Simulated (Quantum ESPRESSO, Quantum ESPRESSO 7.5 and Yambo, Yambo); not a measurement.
# BiAs (buckled honeycomb monolayer): a self-consistent loop beyond G0W0, cycle by cycle

How far does self-consistency move the gap of BiAs (buckled honeycomb monolayer)?

Program: Quantum ESPRESSO 7.5 and Yambo 5.3.0. Level of theory: PBE and many-body steps on it, plane waves. Results are calculated unless marked as measured.

**1. Set-up**

The cell holds 2 atoms: 1 As and 1 Bi. Its edges and angles: a = 4.005 Å, b = 4.005 Å, c = 14.000 Å, α = 90.0°, β = 90.0°, γ = 120.0°. Vacuum lies along c.

The structure was relaxed with PBE. The runs that relaxed it are not among those shown. Spin-orbit coupling is left out unless a step names it.

**2. Empty states on the mesh, 6×6×1 mesh, 40 bands**

This step: Quantum ESPRESSO 7.5; DFT, PBE, plane waves, norm-conserving pseudopotentials.

The sums over transitions need many empty states on a uniform mesh; this step solves for them.

File pw.in:

```
&control
  calculation = 'nscf'
  prefix = 'x'
  outdir = 'o'
  pseudo_dir = 'pseudo'
/
&system
  ibrav = 0
  nat = 2
  ntyp = 2
  ecutwfc = 76.0
  nbnd = 40
  force_symmorphic = .true.
/
&electrons
  conv_thr = 1e-9
  electron_maxstep = 80
  diago_full_acc = .true.
  diago_thr_init = 5e-6
/
ATOMIC_SPECIES
  As 74.922 As.upf
  Bi 208.98 Bi.upf
CELL_PARAMETERS angstrom
  4.0052035368 0.0000000003 0.0000000000
  -2.0026017687 3.4686080100 0.0000000000
  0.0000000000 0.0000000000 14.0000000000
ATOMIC_POSITIONS crystal
  As 0.3333333333 0.6666666667 0.4446190446
  Bi 0.6666666667 0.3333333333 0.5553809554
K_POINTS automatic
  6 6 1 0 0 0
```

The run is started by

```sh
$ OMP_NUM_THREADS=1 mpirun -n 4 pw.x -nk 4 -in pw.in > pw.out
```

The log of the run:

```text
Program PWSCF v.7.5 starts

     This program is part of the open-source Quantum ESPRESSO suite
     for quantum simulation of materials; please cite
         "P. Giannozzi et al., J. Phys.:Condens. Matter 21 395502 (2009);
         "P. Giannozzi et al., J. Phys.:Condens. Matter 29 465901 (2017);
         "P. Giannozzi et al., J. Chem. Phys. 152 154105 (2020);
     in publications or presentations arising from this work. More details at

     Atomic positions and unit cell read from directory:
     o/x.save/

     Message from routine setup:
[...]
k =-0.0000 0.3849 0.0000 ( 14696 PWs)   bands (ev):

[...]
8.7877   9.2821   9.8458   9.9659  10.6410  11.0074  12.1719  12.4900
    12.7922  13.2236  13.3196  13.6725  13.8849  13.9678  14.1876  14.6367

          k = 0.0000-0.5774 0.0000 ( 14656 PWs)   bands (ev):

     [... further k-points ...]

     highest occupied, lowest unoccupied level (ev):    -0.5824    0.4786

     XML data file, pseudopotentials, collected wavefunctions

=------------------------------------------------------------------------------=
   JOB DONE.
=------------------------------------------------------------------------------=
```

The job ended after 8.6 s (4 MPI ranks of Arm Neoverse V2, shared host; peak memory 0.52 GiB; 34 s of CPU time).

Numbers from this step:

```yaml
gap: 1.061 eV
k_of_the_valence_top: 0, 0, 0
k_of_the_conduction_bottom: 0, 0, 0
least_direct_gap: 1.061 eV
k_points_computed: 7
lowest_point_of_the_top_converged_band_above_the_valence_top: 15.22 eV
```

On this mesh the gap is 1.061 eV.

The density comes from a self-consistent run that is not shown.

**3. Conversion and set-up**

This step: Yambo 5.3.0; conversion and set-up on PBE, plane waves, norm-conserving pseudopotentials.

The states are converted to the many-body program's format and the q mesh is built.

The run is started by

```sh
$ (cd o/x.save; p2y > p2y.log; mv SAVE ../..); yambo > setup.log
```

The log of the run:

```text
 Yambo, version 5.3.0

 [02] CORE Variables Setup
 =========================

  [02.01] Unit cells
  ==================

  Cell kind             :  HCP
  Atoms in the cell     :  As  Bi
  number of As atoms    :  1
  number of Bi atoms    :  1

  List of atomic masses
  Mass of As    :  74.92200
  Mass of Bi    :  208.9800

  List of atomic coordinates    : [cc]
  As1       : -0.75638E-09   4.3698       11.763      order 1
  Bi1       :   3.78437   2.18491  14.69325  order 2

  Alat factors          :   7.56874   6.55472  26.45617 [a.u.]
[...]
BZ  Q-points                                      :   36

 K/Q-points units:
 rlu = crystal or reduced units; cc = cartesian coordinates; iku = interal k-units

 Q [1]          [rlu]:  0.000000  0.000000  0.000000
 Q [2]          [rlu]: -0.23124E-17  0.16667       0.0000
 Q [3]          [rlu]: -0.46248E-17  0.33333       0.0000
 Q [4]          [rlu]:  0.69372E-17 -0.50000       0.0000
 Q [5]          [rlu]:  0.166667  0.166667  0.000000
 Q [6]          [rlu]:  0.166667  0.333333  0.000000
 Q [7]          [rlu]:  0.333333  0.333333  0.000000

  [03.01] X indexes
  =================

   [03.01.01] Sigma indexes
   ========================

 [06] Game Over & Game summary
```

Elapsed: 2.7 s, on 1 MPI rank; peak memory 0.26 GiB.

**4. G0W0**

G0W0 replaces the xc potential by the self-energy, built once from these orbitals. Only a window of levels is corrected, while the sums run over the empty bands that the input names.

This step: G0W0 on PBE, plane waves, norm-conserving pseudopotentials.

File gw1.in:

```
HF_and_locXC
gw0
dyson
ppa
em1d
rim_cut
rim_w
RandQpts= 3000000
RandGvec= 100 RL
CUTGeo= "slab z"
RandGvecW= 9 RL
EXXRLvcs= 76 Ry
VXCRLvcs= 304 Ry
Chimod= "HARTREE"
% BndsRnXp
 1 | 40 |
%
NGsBlkXp= 4 Ry
% LongDrXp
 1 | 1 | 0 |
%
% GbndRnge
 1 | 40 |
%
DysSolver= "n"
ExtendOut
PPAPntXp= 27.21138 eV
% QPkrange
 1 | 7 | 11 | 19 |
%
```

The run is started by

```sh
$ OMP_NUM_THREADS=1 mpirun -n 4 yambo -F gw1.in -J gw1 -C gw1 > gw1.log
```

The log of the run:

```text
 Yambo, version 5.3.0

 [02] CORE Variables Setup
 =========================

  [... cell, symmetries and grids as in the set-up ...]

  [02.05] Energies & Occupations
  ==============================

  [X] === General ===
  [X] Electronic Temperature                        :  0.000000  0.000000 [eV K]
  [X] Bosonic    Temperature                        :  0.000000  0.000000 [eV K]
  [X] Finite Temperature mode                       : no
  [X] El. density                                   :  0.15425E+24 [cm-3]
  [X] Fermi Level                                   : -0.582421 [eV]

  [X] === Gaps and Widths ===
  [X] Conduction Band Min                           :  1.060986 [eV]
  [X] Valence Band Max                              :  0.000000 [eV]
  [X] Filled Bands                                  :  15
  [X] Empty Bands                                   :   16   40
  [X] Direct Gap                                    :  1.060986 [eV]
  [X] Direct Gap localized at k                     :  1
  [X] Indirect Gap                                  :  1.060986 [eV]
  [X] Indirect Gap between kpts                     :  1  1
  [X] Last valence band width                       :  1.781872 [eV]
  [X] 1st conduction band width                     :  1.141849 [eV]

 [03] Transferred momenta grid and indexing
 ==========================================

 IBZ Q-points                                      :   7
 BZ  Q-points                                      :   36

 K/Q-points units:
 rlu = crystal or reduced units; cc = cartesian coordinates; iku = interal k-units

 Q [1]          [rlu]:  0.000000  0.000000  0.000000
 Q [2]          [rlu]: -0.23124E-17  0.16667       0.0000
 Q [3]          [rlu]: -0.46248E-17  0.33333       0.0000
 Q [4]          [rlu]:  0.69372E-17 -0.50000       0.0000
 Q [5]          [rlu]:  0.166667  0.166667  0.000000
 Q [6]          [rlu]:  0.166667  0.333333  0.000000
 Q [7]          [rlu]:  0.333333  0.333333  0.000000

 [04] Coloumb potential Random Integration (RIM)
 ===============================================

 Performing RIM of v_slab

  [04.01] RIM initialization
  ==========================

  * Diagonal components only detected *

  8 x (sBL volume)        :  0.041997 [a.u.]
  sBZ random points       :  3000000
  Points outside the sBZ  :  24000829
  RL volume               :  0.188988 [a.u.]
  Integrated volume       :  0.188982 [a.u.]

  [04.02] RIM integrals
  =====================

  Gamma point sphere radius             :  0.037513 [a.u.]
  Points outside the sphere             :  2398884
  [Int_sBZ(q=0) 1/q^2]*(Vol_sBZ)^(-1/3) =:  7.410580
                                 should be <:  7.795600

  Summary of Coulomb integrals for non-metallic bands |Q|[au] RIM/Bare

  Q [1] 0.100000E-4 0.950611 * Q [2] 0.159762 0.964461
  Q [5] 0.276717 1.013847 * Q [3] 0.319525 1.016844
  Q [6] 0.422692 1.015538 * Q [4] 0.479287 1.013523
  Q [7] 0.553433 1.010848
  Non-periodic chartesian directions : none
  Optical renormalization            :  26.45617 [au]
  Polarizability dimension           : length

 [05] Coloumb potential CutOffslab
 =================================

 Cut directionsZ
 Slab Cutoff:Z
 Symmetry test passed : yes

 [06] Dipoles
 ============

  [06.01] Setup: observables and procedures
  =========================================

 [07] Dynamic Dielectric Matrix (PPA)
 ====================================

 [WR./gw1//ndb.pp]---------------------------------------------------------------
  Brillouin Zone Q/K grids (IBZ/BZ)                :    7   36    7   36
  RL vectors                                       :  17609 [WF]
  Coulomb cutoff potential                         : slab z
  Electronic Temperature                           :  0.000000 [K]
  Bosonic    Temperature                           :  0.000000 [K]
  PPA    diel. fun.  energies                      : Perdew, Burke & Ernzerhof(X)+Perdew, Burke & Ernzerhof(C)
  wavefunctions                                    : Perdew, Burke & Ernzerhof(X)+Perdew, Burke & Ernzerhof(C)
[...]
<12|nlXC|12> = -18.60074  0.14210E-16 <12|lXC|12> = -13.53760  0.000000
 <13|nlXC|13> = -12.38313  0.16962E-16 <13|lXC|13> = -9.917592 -0.94408E-16
 <14|nlXC|14> = -14.44878  0.61875E-19 <14|lXC|14> = -12.43032  0.94408E-16
 <15|nlXC|15> = -14.44880  0.91704E-18 <15|lXC|15> = -12.43033 -0.94408E-16
 <16|nlXC|16> = -8.016328 -0.47180E-18 <16|lXC|16> = -10.47443 -0.94408E-16
[...]
Corrections @ K [2] :  [eV]
[...]
Corrections @ K [3] :  [eV]
[...]
Corrections @ K [4] :  [eV]
[...]
Corrections @ K [5] :  [eV]
[...]
Corrections @ K [6] :  [eV]
[...]
Corrections @ K [7] :  [eV]
[...]
<17|nlXC|17> = -6.666393 -0.22871E-17 <17|lXC|17> = -9.960977  0.11801E-15
 <18|nlXC|18> = -6.989516 -0.35073E-18 <18|lXC|18> = -10.31809  0.94408E-16
 <19|nlXC|19> = -1.392374 -0.57583E-18 <19|lXC|19> = -4.356725  0.23602E-16

  [08.01] Hartree-Fock occupations report
  =======================================

  [Hartree-Fock] === General ===
  [Hartree-Fock] Electronic Temperature             :  0.000000  0.000000 [eV K]
  [Hartree-Fock] Bosonic    Temperature             :  0.000000  0.000000 [eV K]
  [Hartree-Fock] Finite Temperature mode            : no
  [Hartree-Fock] El. density                        :  0.15425E+24 [cm-3]
  [Hartree-Fock] Fermi Level                        : -0.582421 [eV]

  [Hartree-Fock] === Gaps and Widths ===
  [Hartree-Fock] Conduction Band Min                :  3.519087 [eV]
  [Hartree-Fock] Valence Band Max                   : -2.018464 [eV]
  [Hartree-Fock] Filled Bands                       :  15
  [Hartree-Fock] Empty Bands                        :   16   40
  [Hartree-Fock] Direct Gap                         :  5.537551 [eV]
  [Hartree-Fock] Direct Gap localized at k          :  1
  [Hartree-Fock] Indirect Gap                       :  5.537551 [eV]
  [Hartree-Fock] Indirect Gap between kpts          :  1  1
  [Hartree-Fock] Last valence band width            :  2.738748 [eV]
  [Hartree-Fock] 1st conduction band width          :  1.489487 [eV]

 [09] Dyson equation: Newton solver
 ==================================

  [09.01] RIM-W interpolation
  ===========================

  [WARNING] RIM-W works only for 2D semiconductors with slab cutoff
  Found compatible q grid: 2D
  q_min[ 1 ]:  0.16667      0.55592E-11   0.0000     [rlu]
   0.166667  0.083333  0.000000 [iku]
  q_min[ 2 ]:  0.23124E-17  0.16667       0.0000     [rlu]
  -0.14415E-10  0.16667       0.0000     [iku]
  G-vectors :   9
  G-vectors loaded:   61
  Number of interpolated frequencies:  2

  Evaluating coefficients q = 0
  Evaluating coefficients q = 0

  [09.02] RIM-W integrals
  =======================

  8 x (sBL volume)        :  0.041997 [a.u.]
  sBZ random points       :  3000000
  Points outside the sBZ  :  24000829
  RL volume               :  0.188988 [a.u.]
  Integrated volume       :  0.188982 [a.u.]

  [09.03] RIM integrals
  =====================

  Comparison between head Wc = W - v averages: < Wc > [au] RIM-W/RIM

   < -Wc [Q = 1] > 0.394576E-1 0.790298E-4 * < -Wc [Q = 2] > 0.005586 0.005425
   < -Wc [Q = 3] > 0.001075 0.001053 * < -Wc [Q = 4] > 0.360268E-3 0.356313E-3
   < -Wc [Q = 5] > 0.001566 0.001533 * < -Wc [Q = 6] > 0.518934E-3 0.513832E-3
   < -Wc [Q = 7] > 0.238859E-3 0.237397E-3

  Comparison between head Wc = W - v averages: < Wc > [au] RIM-W/RIM

   < -Wc [G = 1,G`=0] > 0.394576E-1 0.790298E-4 * < -Wc [G = 2,G`=0] >-0.001678 0.000000
   < -Wc [G = 3,G`=0] >-0.001678 0.000000 * < -Wc [G = 4,G`=0] > 0.316291E-4  0.00000
   < -Wc [G = 5,G`=0] > 0.316466E-4  0.00000 * < -Wc [G = 6,G`=0] > 0.644623E-4  0.00000
   < -Wc [G = 7,G`=0] > 0.644415E-4  0.00000 * < -Wc [G = 8,G`=0] >-0.127995E-4  0.00000
   < -Wc [G = 9,G`=0] >-0.127985E-4  0.00000

 [10] G0W0 (W PPA)
 =================

 [  GW  ] Bands range     :    1   40
 [GW/PPA] G damping       :  0.100000 [eV]

 QP @ state[ 1 ] K range:   1   7
 QP @ state[ 1 ] b range:  11  19

  Sc/G bands                                       :    1   40
  Sc/G damping                                     :  0.100000 ev
  Sc bands terminator                              : no
  Sx RL components                                 :  14725

  QP @ state[ 1 ] K range                          :   1   7
  QP @ state[ 1 ] b range                          :  11  19
  GF energies kind                                 : Perdew, Burke & Ernzerhof(X)+Perdew, Burke & Ernzerhof(C)
  GF WF`s kind                                     : Perdew, Burke & Ernzerhof(X)+Perdew, Burke & Ernzerhof(C)
  Xs energies kind                                 : Perdew, Burke & Ernzerhof(X)+Perdew, Burke & Ernzerhof(C)
  Xs WF`s kind                                     : Perdew, Burke & Ernzerhof(X)+Perdew, Burke & Ernzerhof(C)

 [14] Game Over & Game summary
```

Elapsed: 2.5 min, on 4 MPI ranks; peak memory 2.7 GiB; 10 min of CPU time.

This step gave:

* G0W0 gap on the mesh: 1.953 eV
* starting gap on the mesh: 1.061 eV
* k of the valence top: 0, 0, 0
* k of the conduction bottom: 0, 0, 0
* least direct G0W0 gap on the computed points: 1.953 eV
* Z at the valence top: 0.7087
* Z at the conduction bottom: 0.7188

The gap on the mesh goes from 1.06 eV to 1.95 eV, a correction of +0.89 eV.

**5. evGW0, cycle 1**

This step: evGW0 on PBE, plane waves, norm-conserving pseudopotentials.

gw2.in, as its differences from gw1.in of step 4:

```diff
@@ -30 +30,2 @@
 %
+GfnQPdb= "E < ./gw1/ndb.QP"
```

The run is started by

```sh
$ OMP_NUM_THREADS=1 mpirun -n 4 yambo -F gw2.in -J gw2,gw1_W -C gw2 > gw2.log
```

The log of the run:

```text
 Yambo, version 5.3.0

 [02] CORE Variables Setup
 =========================

  [... cell, symmetries and grids as in the set-up ...]

  [02.05] Energies & Occupations
  ==============================

  [X] === General ===
  [X] Electronic Temperature                        :  0.000000  0.000000 [eV K]
  [X] Bosonic    Temperature                        :  0.000000  0.000000 [eV K]
  [X] Finite Temperature mode                       : no
  [X] El. density                                   :  0.15425E+24 [cm-3]
  [X] Fermi Level                                   : -0.582421 [eV]

  [X] === Gaps and Widths ===
  [X] Conduction Band Min                           :  1.060986 [eV]
  [X] Valence Band Max                              :  0.000000 [eV]
  [X] Filled Bands                                  :  15
  [X] Empty Bands                                   :   16   40
  [X] Direct Gap                                    :  1.060986 [eV]
  [X] Direct Gap localized at k                     :  1
  [X] Indirect Gap                                  :  1.060986 [eV]
  [X] Indirect Gap between kpts                     :  1  1
  [X] Last valence band width                       :  1.781872 [eV]
  [X] 1st conduction band width                     :  1.141849 [eV]

 [03] Transferred momenta grid and indexing
 ==========================================

 IBZ Q-points                                      :   7
 BZ  Q-points                                      :   36

 K/Q-points units:
 rlu = crystal or reduced units; cc = cartesian coordinates; iku = interal k-units

 Q [1]          [rlu]:  0.000000  0.000000  0.000000
 Q [2]          [rlu]: -0.23124E-17  0.16667       0.0000
 Q [3]          [rlu]: -0.46248E-17  0.33333       0.0000
[...]
[G+QP] Indirect Gap                               :  1.953268 [eV]
  [G+QP] Indirect Gap between kpts                  :  1  1
  [G+QP] Last valence band width                    :  2.044833 [eV]
  [G+QP] 1st conduction band width                  :  1.134642 [eV]

  [coarse-grid] Minimum Bare Gap        [ev]:  1.060986
  [coarse-grid] Minimum Gap Correction  [ev]:  0.892283

  Eqp @ K [1]
  -32.99384 -32.99384 -32.96499 -32.96499 -32.95365 -21.15797 -21.15797 -21.09924
   -21.0992     -21.0972     -12.0139     -7.46962    -0.822029      0.00000    -0.460503E-4   1.95322
   4.247506  4.247448  4.564107  5.540136  6.886465  8.124472  8.461270  9.689311
[...]
Eqp @ K [2]
[...]
Eqp @ K [3]
[...]
Eqp @ K [4]
[...]
Eqp @ K [5]
[...]
Eqp @ K [6]
[...]
Eqp @ K [7]
[...]
4.383642  4.943757  7.663348  8.139318  8.276834  8.730324  8.820021  9.164062
    9.53707   9.69715   9.70568   9.70913  11.54656  11.67652  11.90800  12.02037

 [08] Dipoles
 ============

  [08.01] Setup: observables and procedures
  =========================================

 [09] Dynamic Dielectric Matrix (PPA)
 ====================================

  Sc/G bands                                       :    1   40
  Sc/G damping                                     :  0.100000 ev
  Sc bands terminator                              : no
  Sx RL components                                 :  14725

  QP @ state[ 1 ] K range                          :   1   7
  QP @ state[ 1 ] b range                          :  11  19
  GF energies kind                                 : Perdew, Burke & Ernzerhof(X)+Perdew, Burke & Ernzerhof(C)+ E < ./gw1/ndb.QP + @E Fit
  GF WF`s kind                                     : Perdew, Burke & Ernzerhof(X)+Perdew, Burke & Ernzerhof(C)
  Xs energies kind                                 : Perdew, Burke & Ernzerhof(X)+Perdew, Burke & Ernzerhof(C)
  Xs WF`s kind                                     : Perdew, Burke & Ernzerhof(X)+Perdew, Burke & Ernzerhof(C)

 [16] Game Over & Game summary
```

It took 1.9 min on 4 MPI ranks; peak memory 2.7 GiB.

Numbers from this step:

- quasiparticle gap on the mesh: 2.139 eV
- gap of the density functional on the mesh: 1.061 eV
- k of the valence top: 0, 0, 0
- k of the conduction bottom: 0, 0, 0
- least direct quasiparticle gap on the computed points: 2.139 eV
- Z at the valence top: 0.7122
- Z at the conduction bottom: 0.7699

Against G0W0 in Yambo (6×6×1 mesh, 40 bands, screening to 54.4 eV, Godby-Needs plasmon pole), the gap moves by +0.186 eV.

The program's own table gives 2.344 eV, which is too large where the input levels are shifted: this version takes Σc at the unshifted level E₀, yet steps from the shifted one. The value above is the Newton step from E₀, E₀ + Z(Σc + Σx − Vxc), rebuilt from the printed columns.

**6. evGW0, cycle 2**

The corrected levels of the last cycle go back in.

gw3.in, as its differences from gw2.in of step 5:

```diff
@@ -30,2 +30,2 @@
 %
-GfnQPdb= "E < ./gw1/ndb.QP"
+GfnQPdb= "E < ./gw2_fix/ndb.QP"
```

The run is started by

```sh
$ OMP_NUM_THREADS=1 mpirun -n 4 yambo -F gw3.in -J gw3,gw1_W -C gw3 > gw3.log
```

The log of the run:

```text
 Yambo, version 5.3.0

 [02] CORE Variables Setup
 =========================

  [... cell, symmetries and grids as in the set-up ...]

  [02.05] Energies & Occupations
  ==============================

  [X] === General ===
  [X] Electronic Temperature                        :  0.000000  0.000000 [eV K]
  [X] Bosonic    Temperature                        :  0.000000  0.000000 [eV K]
  [X] Finite Temperature mode                       : no
  [X] El. density                                   :  0.15425E+24 [cm-3]
[...]
Sx RL components                                 :  14725

  QP @ state[ 1 ] K range                          :   1   7
  QP @ state[ 1 ] b range                          :  11  19
  GF energies kind                                 : Perdew, Burke & Ernzerhof(X)+Perdew, Burke & Ernzerhof(C)+ E < ./gw1/ndb.QP + @E Fit+ E < ./gw2_fix/
  GF WF`s kind                                     : Perdew, Burke & Ernzerhof(X)+Perdew, Burke & Ernzerhof(C)
  Xs energies kind                                 : Perdew, Burke & Ernzerhof(X)+Perdew, Burke & Ernzerhof(C)
  Xs WF`s kind                                     : Perdew, Burke & Ernzerhof(X)+Perdew, Burke & Ernzerhof(C)

 [16] Game Over & Game summary
```

The job ended after 1.9 min (4 MPI ranks; peak memory 2.6 GiB).

This step gave:

- quasiparticle gap on the mesh: 2.172 eV
- gap of the density functional on the mesh: 1.061 eV
- k of the valence top: 0, 0, 0
- k of the conduction bottom: 0, 0, 0
- least direct quasiparticle gap on the computed points: 2.172 eV

Against the cycle before, the gap moves by +0.033 eV.

The program's own table gives 2.412 eV, which is too large where the input levels are shifted: this version takes Σc at the unshifted level E₀, yet steps from the shifted one. The value above is the Newton step from E₀, E₀ + Z(Σc + Σx − Vxc), rebuilt from the printed columns.

[end of part 1 of 2]

[Paths, hosts, dates, memory and timing lines, banners, echoed tables and standing remarks are left out of the program output.]

[Logs are printed without paths, hosts, clocks, repeated set-up lines and the standing remarks that a program may print on its own settings, such as how far it seeks lower states.]

[Runs of the session that timed out or met a known fault of the program may be left out.]

[Hosts, paths, dates, database ids (printed as entryN), source tags and the programs' standing remarks are cut or masked in the printed files.]
